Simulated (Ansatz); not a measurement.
# The potential step between two gates: puckered SnSe bilayer, AB

Two oppositely charged gates put a neutral stack in a displacement field D. The voltage between them is D/ε₀ times an electrical distance, shorter than the real one because the stack screens.

How it was computed: Ansatz 0.2.0, plane waves with PAW datasets (its set soft_2), PBE-D3(BJ); isolated slab, charged sheets 5 Å from the outer atoms behind model barriers, atoms held. Voltages count from the uncharged case.

| run | D/ε₀ (V/nm) | step in an electron's potential, upper less lower gate (eV) |
| --- | --- | --- |
| run 1 | −1.810 | −1.414 |
| run 2 | 0.000 | 0.000 |
| run 3 | 0.905 | 0.707 |
| run 4 | 1.810 | 1.414 |
| run 5 | 2.714 | 2.121 |
| run 6 | 3.619 | ? |

Q: Estimate the withheld value from the rows shown.

A least-squares line through the 5 rows shown has slope 0.7813 and intercept 0.0001; no row lies more than 0.001 eV off it. The size of the slope, 0.781 nm, is the electrical distance; the sheets are 1.866 nm apart, and screening reaches beyond the outer atoms. At 3.619 it gives 0.7813 × 3.619 + 0.0001 = 2.828 eV, beyond the rows fitted. Rounding and scatter of the rows alone allow about ±0.001 eV there.

The run itself gives 2.828 eV: a miss of 0.000 eV, or 0.0 % of the value. Screening stays linear to within 1 % over this range.

**Limits.** The gates are model sheets, not atoms.
